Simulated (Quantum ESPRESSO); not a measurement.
# Projected density of states of magnetic KPtO3

Where do the states of the two spins of KPtO3 lie?

Program: Quantum ESPRESSO 7.5. Level of theory: LDA with U = 1.5 eV on Pt d (ortho-atomic projectors); plane waves with GBRV 1.5 LDA potentials, no spin-orbit coupling. Results are calculated unless marked as measured.

### Step 1. Set-up

The structure is cubic, space group Pm-3m (No. 221). The conventional cell has a = 4.046 Å, b = 4.046 Å, c = 4.046 Å, α = 90.00°, β = 90.00°, γ = 90.00°. K has 12 O at 2.86 Å nearest. Nearest to Pt lie 6 O at 2.02 Å. Nearest to O lie 2 Pt at 2.02 Å and 4 K at 2.86 Å. Farther neighbours and most contacts between anions are not listed.

The cell comes from Materials Project 2023-11-01, a database of computed structures, and need not be the stable phase.

### Step 2. Ground-state run

This state came out lowest in a comparison of starts that is told elsewhere.

Contents of pw.in:

```
&CONTROL
  calculation = 'scf'
  prefix = 'pwscf'
  outdir = './tmp'
  pseudo_dir = './pseudo'
  disk_io = 'low'
/
&SYSTEM
  ibrav = 0
  celldm(1) = 8
  nat = 5
  ntyp = 3
  ecutwfc = 40
  ecutrho = 280
  nbnd = 35
  occupations = 'smearing'
  smearing = 'fd'
  degauss = 0.00999582
  nspin = 2
  starting_magnetization(1) = 0
  starting_magnetization(2) = 0.0625
  starting_magnetization(3) = 0
/
&ELECTRONS
  conv_thr = 1d-08
  electron_maxstep = 150
  mixing_beta = 0.3
/
ATOMIC_SPECIES
K      39.0983 k_lda_v1.4.uspp.F.UPF
Pt    195.0840 pt_lda_v1.4.uspp.F.UPF
O      15.9990 o_lda_v1.2.uspp.F.UPF
CELL_PARAMETERS alat
   0.9558260722091    0.0000000000000    0.0000000000000
   0.0000000000000    0.9558260722091    0.0000000000000
   0.0000000000000    0.0000000000000    0.9558260722091
ATOMIC_POSITIONS crystal
K       0.5000000000    0.5000000000    0.5000000000
Pt      0.0000000000    0.0000000000    0.0000000000
O       0.0000000000    0.5000000000    0.0000000000
O       0.5000000000    0.0000000000    0.0000000000
O       0.0000000000    0.0000000000    0.5000000000
K_POINTS automatic
6 6 6 0 0 0
HUBBARD {ortho-atomic}
U Pt-5d 1.5000
```

Started as:

```sh
$ OMP_NUM_THREADS=1 mpirun -n 2 pw.x -nk 2 -in pw.in > pw.out
```

What it wrote:

```text
Program PWSCF v.7.5 starts

     Message from routine setup:
     using ibrav=0 with symmetry is DISCOURAGED, use correct ibrav instead

     K-points division:     npool     =       2
     Subspace diagonalization in iterative solution of the eigenvalue problem:

     bravais-lattice index     =            0
     lattice parameter (alat)  =       8.0000  a.u.
     unit-cell volume          =     447.1020 (a.u.)^3
     number of atoms/cell      =            5
     number of atomic types    =            3
     number of electrons       =        43.00
     number of Kohn-Sham states=           35
     kinetic-energy cutoff     =      40.0000  Ry
     charge density cutoff     =     280.0000  Ry
     scf convergence threshold =      1.0E-08
     mixing beta               =       0.3000
     number of iterations used =            8  plain     mixing
     Exchange-correlation= SLA  PZ   NOGX NOGC
                           (   1   1   0   0   0   0   0)
     Hubbard projectors: ortho-atomic
     Hubbard parameters of DFT+U (Dudarev formulation) in eV:
     U(Pt-5d) =  1.5000

     Internal variables: lda_plus_u =T, lda_plus_u_kind = 0

     Internal variables: orbital_resolved =F, hub_pot_fix =F, apply_U = F

     celldm(1)=   8.000000  celldm(2)=   0.000000  celldm(3)=   0.000000
     celldm(4)=   0.000000  celldm(5)=   0.000000  celldm(6)=   0.000000

     crystal axes: (cart. coord. in units of alat)
               a(1) = (   0.955826   0.000000   0.000000 )
               a(2) = (   0.000000   0.955826   0.000000 )
               a(3) = (   0.000000   0.000000   0.955826 )

     reciprocal axes: (cart. coord. in units 2 pi/alat)
               b(1) = (  1.046215  0.000000  0.000000 )
               b(2) = (  0.000000  1.046215  0.000000 )
               b(3) = (  0.000000  0.000000  1.046215 )

     PseudoPot. # 1 for K  read from file:
     k_lda_v1.4.uspp.F.UPF
     Pseudo is Ultrasoft + core correction, Zval =  9.0

     PseudoPot. # 2 for Pt read from file:
     pt_lda_v1.4.uspp.F.UPF
     Pseudo is Ultrasoft + core correction, Zval = 16.0

     PseudoPot. # 3 for O  read from file:
     o_lda_v1.2.uspp.F.UPF
     Pseudo is Ultrasoft + core correction, Zval =  6.0

     atomic species   valence    mass     pseudopotential
     K                 9.00    39.09830     K ( 1.00)
     Pt               16.00   195.08400     Pt( 1.00)
     O                 6.00    15.99900     O ( 1.00)

     Starting magnetic structure
     atomic species   magnetization
     K               0.000
     Pt              0.062
     O               0.000

     48 Sym. Ops., with inversion, found

   Cartesian axes

     site n.     atom                  positions (alat units)
         1        K      tau(   1) = (   0.4779130   0.4779130   0.4779130  )
         2        Pt     tau(   2) = (   0.0000000   0.0000000   0.0000000  )
         3        O      tau(   3) = (   0.0000000   0.4779130   0.0000000  )
         4        O      tau(   4) = (   0.4779130   0.0000000   0.0000000  )
         5        O      tau(   5) = (   0.0000000   0.0000000   0.4779130  )

     number of k points=    20  Fermi-Dirac smearing, width (Ry)=  0.0100
                       cart. coord. in units 2pi/alat
        k(    1) = (   0.0000000   0.0000000   0.0000000), wk =   0.0046296
        k(    2) = (   0.0000000   0.0000000   0.1743692), wk =   0.0277778
        k(    3) = (   0.0000000   0.0000000   0.3487385), wk =   0.0277778
        k(    4) = (   0.0000000   0.0000000  -0.5231077), wk =   0.0138889
        k(    5) = (   0.0000000   0.1743692   0.1743692), wk =   0.0555556
        [... 15 further k-points ...]

     Dense  grid:    35513 G-vectors     FFT dimensions: (  45,  45,  45)

     Smooth grid:    15275 G-vectors     FFT dimensions: (  32,  32,  32)

     Check: negative core charge=   -0.000002
     Generating pointlists ...
     new r_m :   0.2788 (alat units)  2.2304 (a.u.) for type    1
     new r_m :   0.1971 (alat units)  1.5771 (a.u.) for type    2
     new r_m :   0.1971 (alat units)  1.5771 (a.u.) for type    3

     Initial potential from superposition of free atoms

     starting charge      41.9972, renormalised to      43.0000

     negative rho (up, down):  9.642E-02 8.502E-02

     STARTING HUBBARD OCCUPATIONS:

     =================== HUBBARD OCCUPATIONS ===================
     ------------------------ ATOM    2 ------------------------
     Tr[ns(  2)] (up, down, total) =   5.00000  4.50000  9.50000
     Atomic magnetic moment for atom   2 =   0.50000
     [... lines left out ...]
     Number of occupied Hubbard levels =    9.5000

     Atomic wfc used for Hubbard projectors are orthogonalized

     Starting wfcs are   32 randomized atomic wfcs +    3 random wfcs

     Self-consistent Calculation

     iteration #  1     ecut=    40.00 Ry     beta= 0.30
     Davidson diagonalization with overlap
     ethr =  1.00E-02,  avg # of iterations =  6.6

     =================== HUBBARD OCCUPATIONS ===================
     ------------------------ ATOM    2 ------------------------
     Tr[ns(  2)] (up, down, total) =   3.28939  2.74895  6.03834
     Atomic magnetic moment for atom   2 =   0.54044
     [... lines left out ...]
     Number of occupied Hubbard levels =    6.0383

     negative rho (up, down):  9.026E-02 8.131E-02

     total energy              =    -363.44474329 Ry
     estimated scf accuracy    <       4.69870408 Ry

     total magnetization       =     0.61 Bohr mag/cell
     absolute magnetization    =     0.63 Bohr mag/cell

     iteration #  2     ecut=    40.00 Ry     beta= 0.30
     Davidson diagonalization with overlap
     ethr =  1.00E-02,  avg # of iterations =  2.0

     negative rho (up, down):  8.951E-02 8.211E-02

     total energy              =    -364.25483892 Ry
     estimated scf accuracy    <       0.41796082 Ry

     total magnetization       =     0.62 Bohr mag/cell
     absolute magnetization    =     0.63 Bohr mag/cell

     [... further iterations left out ...]

     iteration # 16     ecut=    40.00 Ry     beta= 0.30
     Davidson diagonalization with overlap
     ethr =  2.56E-09,  avg # of iterations =  4.5

     negative rho (up, down):  8.640E-02 8.272E-02

     total energy              =    -364.34126581 Ry
     estimated scf accuracy    <       0.00000031 Ry

     total magnetization       =     1.20 Bohr mag/cell
     absolute magnetization    =     1.22 Bohr mag/cell

     iteration # 17     ecut=    40.00 Ry     beta= 0.30
     Davidson diagonalization with overlap
     ethr =  7.26E-10,  avg # of iterations =  4.0

     negative rho (up, down):  8.641E-02 8.272E-02

     Magnetic moment per site  (integrated on atomic sphere of radius R)
     atom   1 (R=0.279)  charge=  7.6647  magn=  0.0058
     atom   2 (R=0.197)  charge= 10.8651  magn=  0.3643
     atom   3 (R=0.197)  charge=  5.4123  magn=  0.2067
     atom   4 (R=0.197)  charge=  5.4123  magn=  0.2067
     atom   5 (R=0.197)  charge=  5.4123  magn=  0.2067

     End of self-consistent calculation

     =================== HUBBARD OCCUPATIONS ===================
     ------------------------ ATOM    2 ------------------------
     Tr[ns(  2)] (up, down, total) =   4.14709  3.76276  7.90986
     Atomic magnetic moment for atom   2 =   0.38433
     [... lines left out ...]
     Number of occupied Hubbard levels =    7.9099

     [... lines left out ...]
     the Fermi energy is     8.0865 ev

!    total energy              =    -364.34127990 Ry
     estimated scf accuracy    <          8.9E-09 Ry
     smearing contrib. (-TS)   =      -0.02190272 Ry
     internal energy E=F+TS    =    -364.31937718 Ry

     The total energy is F=E-TS. E is the sum of the following terms:
     one-electron contribution =    -114.52529223 Ry
     hartree contribution      =      80.58930927 Ry
     xc contribution           =     -86.77543962 Ry
     ewald contribution        =    -243.68627654 Ry
     Hubbard energy            =       0.07832194 Ry

     total magnetization       =     1.16 Bohr mag/cell
     absolute magnetization    =     1.17 Bohr mag/cell

     convergence has been achieved in  17 iterations

=------------------------------------------------------------------------------=
   JOB DONE.
=------------------------------------------------------------------------------=
```

The job ended after 21 s (2 MPI ranks of AMD EPYC 9R45, shared host; peak memory 0.37 GiB).

Spin moment in the atom's sphere by atom:

| atom | spin moment in the atom's sphere (μB) |
| --- | --- |
| K1 | 0.006 |
| Pt2 | 0.364 |
| O3 | 0.207 |
| O4 | 0.207 |
| O5 | 0.207 |

This step gave:

- smearing term TS: 0.2980 eV
- magnetization: 1.162 μB
- absolute magnetization: 1.174 μB
- final state: ferromagnetic

### Step 3. Post-processing

Contents of projwfc.in:

```
&PROJWFC
  prefix = 'pwscf'
  outdir = './tmp'
  filpdos = 'pdos'
  ngauss = 0
  degauss = 0.01
  DeltaE = 0.05
  Emin = -0.91
  Emax = 13.09
/
```

Started as:

```sh
$ OMP_NUM_THREADS=1 mpirun -n 2 projwfc.x -nk 2 -in projwfc.in > projwfc.out
```

What it wrote:

```text
[banner, memory and clock lines left out]
Program PROJWFC v.7.5 starts

     [... lines left out ...]
     IMPORTANT: XC functional enforced from input :
     Exchange-correlation= PZ
                           (   1   1   0   0   0   0   0)
     Any further DFT definition will be discarded
     Please, verify this is what you really want

     G-vector sticks info

     Check: negative core charge=   -0.000002

     negative rho (up, down):  8.641E-02 8.272E-02

     Gaussian broadening (read from input): ngauss,degauss=   0    0.010000

     Calling projwave ....

  Problem Sizes
  natomwfc =           32
  nbnd     =           35
  nkstot   =           40
  npwx     =         1935
  nkb      =           75

     Atomic states used for projection
     (read from pseudopotential files):

     state #   1: atom   1 (K  ), wfc  1 (l=0 m= 1)
     state #   2: atom   1 (K  ), wfc  2 (l=1 m= 1)
     state #   3: atom   1 (K  ), wfc  2 (l=1 m= 2)
     state #   4: atom   1 (K  ), wfc  2 (l=1 m= 3)
     state #   5: atom   1 (K  ), wfc  3 (l=0 m= 1)
     state #   6: atom   1 (K  ), wfc  4 (l=1 m= 1)
     state #   7: atom   1 (K  ), wfc  4 (l=1 m= 2)
     state #   8: atom   1 (K  ), wfc  4 (l=1 m= 3)
     state #   9: atom   2 (Pt ), wfc  1 (l=1 m= 1)
     state #  10: atom   2 (Pt ), wfc  1 (l=1 m= 2)
     state #  11: atom   2 (Pt ), wfc  1 (l=1 m= 3)
     state #  12: atom   2 (Pt ), wfc  2 (l=2 m= 1)
     state #  13: atom   2 (Pt ), wfc  2 (l=2 m= 2)
     state #  14: atom   2 (Pt ), wfc  2 (l=2 m= 3)
     state #  15: atom   2 (Pt ), wfc  2 (l=2 m= 4)
     state #  16: atom   2 (Pt ), wfc  2 (l=2 m= 5)
     state #  17: atom   2 (Pt ), wfc  3 (l=0 m= 1)
     state #  18: atom   2 (Pt ), wfc  4 (l=1 m= 1)
     state #  19: atom   2 (Pt ), wfc  4 (l=1 m= 2)
     state #  20: atom   2 (Pt ), wfc  4 (l=1 m= 3)
     state #  21: atom   3 (O  ), wfc  1 (l=0 m= 1)
     state #  22: atom   3 (O  ), wfc  2 (l=1 m= 1)
     state #  23: atom   3 (O  ), wfc  2 (l=1 m= 2)
     state #  24: atom   3 (O  ), wfc  2 (l=1 m= 3)
     state #  25: atom   4 (O  ), wfc  1 (l=0 m= 1)
     state #  26: atom   4 (O  ), wfc  2 (l=1 m= 1)
     state #  27: atom   4 (O  ), wfc  2 (l=1 m= 2)
     state #  28: atom   4 (O  ), wfc  2 (l=1 m= 3)
     state #  29: atom   5 (O  ), wfc  1 (l=0 m= 1)
     state #  30: atom   5 (O  ), wfc  2 (l=1 m= 1)
     state #  31: atom   5 (O  ), wfc  2 (l=1 m= 2)
     state #  32: atom   5 (O  ), wfc  2 (l=1 m= 3)

 [... projections of the bands left out ...]

Lowdin Charges:

     Atom #   1: total charge =   8.4244, s =  2.0179, p =  6.4065, d =  0.0000,
                 spin up      =   4.2183, s =  1.0114,
                 spin up      =   4.2183, p =  3.2068, pz=  1.0689, px=  1.0689, py=  1.0689,
                 spin up      =   4.2183, d =  0.0000, dz2=  0.0000, dxz=  0.0000, dyz=  0.0000, dx2-y2=  0.0000, dxy=  0.0000,
                 spin down    =   4.2061, s =  1.0065,
                 spin down    =   4.2061, p =  3.1997, pz=  1.0666, px=  1.0666, py=  1.0666,
                 spin down    =   4.2061, d =  0.0000, dz2=  0.0000, dxz=  0.0000, dyz=  0.0000, dx2-y2=  0.0000, dxy=  0.0000,
                 polarization =   0.0121, s =  0.0050, p =  0.0072, d =  0.0000,
     Atom #   2: total charge =  15.4391, s =  0.4364, p =  7.0929, d =  7.9099,
                 spin up      =   7.9063, s =  0.2191,
                 spin up      =   7.9063, p =  3.5402, pz=  1.1801, px=  1.1801, py=  1.1801,
                 spin up      =   7.9063, d =  4.1471, dz2=  0.6287, dxz=  0.9632, dyz=  0.9632, dx2-y2=  0.6287, dxy=  0.9632,
                 spin down    =   7.5328, s =  0.2173,
                 spin down    =   7.5328, p =  3.5527, pz=  1.1842, px=  1.1842, py=  1.1842,
                 spin down    =   7.5328, d =  3.7628, dz2=  0.5944, dxz=  0.8580, dyz=  0.8580, dx2-y2=  0.5944, dxy=  0.8580,
                 polarization =   0.3736, s =  0.0017, p = -0.0125, d =  0.3843,
     Atom #   3: total charge =   6.3317, s =  1.6531, p =  4.6786, d =  0.0000,
                 spin up      =   3.2943, s =  0.8309,
                 spin up      =   3.2943, p =  2.4633, pz=  0.9112, px=  0.9112, py=  0.6410,
                 spin up      =   3.2943, d =  0.0000, dz2=  0.0000, dxz=  0.0000, dyz=  0.0000, dx2-y2=  0.0000, dxy=  0.0000,
                 spin down    =   3.0374, s =  0.8222,
                 spin down    =   3.0374, p =  2.2152, pz=  0.7903, px=  0.7903, py=  0.6346,
                 spin down    =   3.0374, d =  0.0000, dz2=  0.0000, dxz=  0.0000, dyz=  0.0000, dx2-y2=  0.0000, dxy=  0.0000,
                 polarization =   0.2568, s =  0.0087, p =  0.2481, d =  0.0000,
     Atom #   4: total charge =   6.3317, s =  1.6531, p =  4.6786, d =  0.0000,
                 spin up      =   3.2943, s =  0.8309,
                 spin up      =   3.2943, p =  2.4633, pz=  0.9112, px=  0.6410, py=  0.9112,
                 spin up      =   3.2943, d =  0.0000, dz2=  0.0000, dxz=  0.0000, dyz=  0.0000, dx2-y2=  0.0000, dxy=  0.0000,
                 spin down    =   3.0374, s =  0.8222,
                 spin down    =   3.0374, p =  2.2152, pz=  0.7903, px=  0.6346, py=  0.7903,
                 spin down    =   3.0374, d =  0.0000, dz2=  0.0000, dxz=  0.0000, dyz=  0.0000, dx2-y2=  0.0000, dxy=  0.0000,
                 polarization =   0.2568, s =  0.0087, p =  0.2481, d =  0.0000,
     Atom #   5: total charge =   6.3317, s =  1.6531, p =  4.6786, d =  0.0000,
                 spin up      =   3.2943, s =  0.8309,
                 spin up      =   3.2943, p =  2.4633, pz=  0.6410, px=  0.9112, py=  0.9112,
                 spin up      =   3.2943, d =  0.0000, dz2=  0.0000, dxz=  0.0000, dyz=  0.0000, dx2-y2=  0.0000, dxy=  0.0000,
                 spin down    =   3.0374, s =  0.8222,
                 spin down    =   3.0374, p =  2.2152, pz=  0.6346, px=  0.7903, py=  0.7903,
                 spin down    =   3.0374, d =  0.0000, dz2=  0.0000, dxz=  0.0000, dyz=  0.0000, dx2-y2=  0.0000, dxy=  0.0000,
                 polarization =   0.2568, s =  0.0087, p =  0.2481, d =  0.0000,
     Spilling Parameter:   0.0033
```

Elapsed: 1.5 s, on 2 MPI ranks; peak memory 0.1 GiB; 2.8 s of CPU time.

The density of states has structure finer than the step of the table below, so its rows give means over 0.5 eV, whole bins alone (the curve runs from -9.00 to 5.05 eV). Peaks (eV: height): up -5.50: 4.42, -1.70: 3.76, -0.50: 4.59, -0.15: 3.81; down -5.20: 4.33, -1.35: 3.72, -0.10: 4.4, 0.25: 3.62; K1 p up -7.10: 0.0258, -2.05: 0.0438, -1.70: 0.0414, -0.15: 0.037; K1 p down -6.85: 0.0276, -1.70: 0.0467, -1.35: 0.0446, 0.30: 0.038; Pt2 d up -5.50: 2.28, -4.70: 1.39, -0.50: 1.43, -0.15: 1.3.

Gaussian broadening of 0.136 eV on the SCF mesh. The density of states by energy, zero at the Fermi level; means over each step; 7 of 8 lines; values in states/eV/cell:

| energy (eV) | up | down | K1 p up | K1 p down | Pt2 d up | Pt2 d down | O3 p up |
| --- | --- | --- | --- | --- | --- | --- | --- |
| -8.5 | 9.3e-6 | 0 | 0 | 0 | 4.6e-6 | 0 | 0 |
| -8.0 | 0.733 | 0.0566 | 0.00725 | 5.1e-4 | 0.342 | 0.0273 | 0.114 |
| -7.5 | 0.529 | 0.944 | 0.00349 | 0.00954 | 0.237 | 0.417 | 0.0841 |
| -7.0 | 1.69 | 1.59 | 0.0149 | 0.0126 | 0.593 | 0.636 | 0.298 |
| -6.5 | 0.167 | 0.407 | 7.6e-4 | 0.00383 | 0.0728 | 0.0824 | 0.0258 |
| -6.0 | 1.25 | 0.317 | 0.0101 | 0.00178 | 0.769 | 0.189 | 0.138 |
| -5.5 | 3.45 | 1.95 | 0.0107 | 0.0135 | 1.83 | 1.05 | 0.458 |
| -5.0 | 2.14 | 3.58 | 0.00643 | 0.0121 | 1.17 | 1.81 | 0.275 |
| -4.5 | 0.932 | 1.58 | 0.00225 | 0.00439 | 0.634 | 1.03 | 0.0868 |
| -4.0 | 0.764 | 0.680 | 1.2e-4 | 5.8e-4 | 0.204 | 0.366 | 0.162 |
| -3.5 | 0.354 | 0.883 | 4.2e-5 | 2.4e-4 | 0.0348 | 0.236 | 0.0937 |
| -3.0 | 0.0208 | 0.00759 | 4.6e-6 | 0 | 5.7e-5 | 5.9e-4 | 0.00554 |
| -2.5 | 0.515 | 0.0696 | 0.00637 | 2.1e-4 | 0.0154 | 6.6e-4 | 0.142 |
| -2.0 | 2.42 | 0.922 | 0.0332 | 0.0153 | 0.0991 | 0.0348 | 0.703 |
| -1.5 | 2.58 | 2.81 | 0.0173 | 0.0367 | 0.270 | 0.115 | 0.728 |
| -1.0 | 2.12 | 2.35 | 0.00664 | 0.0113 | 0.165 | 0.328 | 0.633 |
| -0.5 | 3.30 | 1.86 | 0.0209 | 0.00579 | 1.03 | 0.223 | 0.692 |
| 0.0 | 1.94 | 3.50 | 0.0248 | 0.0263 | 0.676 | 1.15 | 0.379 |
| 0.5 | 0.0396 | 1.39 | 3.2e-4 | 0.0216 | 0.0182 | 0.471 | 0.00557 |
| 1.0 | 0.596 | 0.326 | 0.00221 | 0.00116 | 0.276 | 0.152 | 0.0830 |
| 1.5 | 0.534 | 0.391 | 8.9e-4 | 0.00168 | 0.243 | 0.180 | 0.0672 |
| 2.0 | 0.238 | 0.469 | 8.1e-4 | 6.7e-4 | 0.102 | 0.214 | 0.0325 |
| 2.5 | 0.359 | 0.409 | 0.00124 | 0.00145 | 0.149 | 0.173 | 0.0499 |
| 3.0 | 0.0923 | 0.234 | 3.0e-4 | 8.1e-4 | 0.0369 | 0.0956 | 0.0127 |
| 3.5 | 0.554 | 0.0508 | 5.3e-4 | 7.2e-5 | 0.230 | 0.0210 | 0.0963 |
| 4.0 | 0.353 | 0.592 | 5.4e-5 | 6.3e-4 | 0.143 | 0.246 | 0.0628 |
| 4.5 | 0.199 | 0.437 | 0 | 0 | 0.0792 | 0.177 | 0.0356 |

### Step 4. Results

| Item | Value |
| --- | --- |
| state | ferromagnetic |
| largest moment in a sphere | 0.364 μB |

Distinct peaks of the density of states (up) stand at -5.50, -1.70, -1.20, -0.50 and -0.15 eV; the one at -0.496 eV is strongest. These are Kohn–Sham states without spin–orbit coupling, on the mesh of the self-consistent run. Energies are free energies at an electronic temperature of 1580 K, which lowers moments and differences where the moments are itinerant. Degenerate orbitals of a corrected shell are partly filled. Whether a state of lower symmetry lies under this one was not tested; under a U it often does.

[Logs and program files are shortened in this print: banners, set-up blocks, solver, clock and traceback lines can be left out without a mark of their own.]

[Logs are printed without paths, hosts, clocks, repeated set-up lines and the standing remarks that a program may print on its own settings, such as how far it seeks lower states.]

[Hosts, paths, dates, database ids (printed as entryN), source tags and the programs' standing remarks are cut or masked in the printed files.]

[Where a cell is said to come from a database of computed structures, the database is the Materials Project.]
